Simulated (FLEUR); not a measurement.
Records of electronic-structure calculations.

```
MnF2: which magnetic order is lowest
1.0
     4.87380    0.00000    0.00000
     0.00000    4.87380    0.00000
     0.00000    0.00000    3.31070
Mn F
2 4
Direct
  0.00000 0.00000 0.00000
  0.50000 0.50000 0.50000
  0.30530 0.30530 0.00000
  0.19470 0.80530 0.50000
  0.69470 0.69470 0.00000
  0.80530 0.19470 0.50000
# method: LDA (VWN) with U = 4 eV on Mn d; all-electron FLAPW, Dirac cores, scalar-relativistic bands (and 1 further level or step)
# program: FLEUR MaX-R8.1
# settings of one run: kmax 4.29 1/bohr, gmax 12.9 1/bohr, muffin tin radii Mn: 2.48, F: 1.4 bohr, lmax Mn: [10, 8], F: [6, 4], hist occupations, smearing width 0.05 eV, mixer Anderson, mixing 0.05, max iterations 130, stop 0.0001 me/bohr³, collinear spin, 6×6×6 k-mesh, double counting FLL, mesh matched on, starting moments 4.5 -4.5 0 0 0 0 μB
# cost: 3 runs, 7.4 min in all on 4 MPI ranks of Intel Xeon 6975P-C (Granite Rapids), shared host (the runs of this entry)
# notes: Only 2 starts were tried; other patterns of signs, canted and longer-period orders were not.
# lowest state found: antiferromagnetic (initial antiferro +-)
# largest site spin moment: 4.70 μB
# next finished state: ferromagnetic, 20.6 meV a seeded atom higher
# orbital moment on the atom of largest spin, along its spin (spin–orbit run): -4.2e-4 μB
```

[Logs and program files are shortened in this print: banners, set-up blocks, solver, clock and traceback lines can be left out without a mark of their own.]

[Logs are printed without paths, hosts, clocks, repeated set-up lines and the standing remarks that a program may print on its own settings, such as how far it seeks lower states.]

[Hosts, paths, dates, database ids (printed as entryN), source tags and the programs' standing remarks are cut or masked in the printed files.]

[Where a cell is said to come from a database of computed structures, the database is the Materials Project.]
